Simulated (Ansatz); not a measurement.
# Direct or indirect: BN (F-43m)

```xyz
2
Lattice="0.0000 1.8075 1.8075 1.8075 0.0000 1.8075 1.8075 1.8075 0.0000" Properties=species:S:1:pos:R:3 pbc="T T T"
N     2.7113    2.7113    2.7113
B     0.0000    0.0000    0.0000
```

Method: Ansatz, PBE, independent particles, without spin-orbit coupling, line width 0.1 eV (Gaussian). The band structure gives a fundamental gap of 4.47 eV. The spectrum of vertical transitions near the edge:

```
E (eV)  Im ε, E ∥ xyz
  4.02           0.00
  4.20           0.00
  4.38           0.00
  4.56           0.00
  4.74           0.00
  4.92           0.00
  5.10           0.00
  5.28           0.00
  5.46           0.00
  5.64           0.00
  5.82           0.00
  6.00           0.00
  6.18           0.00
  6.36           0.00
  6.54           0.00
  6.72           0.00
  6.90           0.00
  7.08           0.00
  7.26           0.00
  7.44           0.00
  7.62           0.00
  7.80           0.00
  7.98           0.00
  8.16           0.00
  8.34           0.00
  8.52           0.00
  8.70           0.03
  8.88           1.01
  9.06           2.02
  9.24           2.62
  9.42           3.74
  9.60           5.36
  9.78           7.32
  9.96           8.11
```

Question: Is the gap direct or indirect, and about where do vertical transitions set in?

Answer: Indirect, by the band path, whose least direct gap is 8.83 eV. The curves fit this: they stay near zero above 4.47 eV and rise only from about 8.8 eV, though a forbidden direct transition would look alike. Lines are broadened by 0.1 eV, which spreads the edge, and phonons, which would give weak absorption from the fundamental gap up, are left out.

[Logs are printed without paths, hosts, clocks, repeated set-up lines and the standing remarks that a program may print on its own settings, such as how far it seeks lower states.]
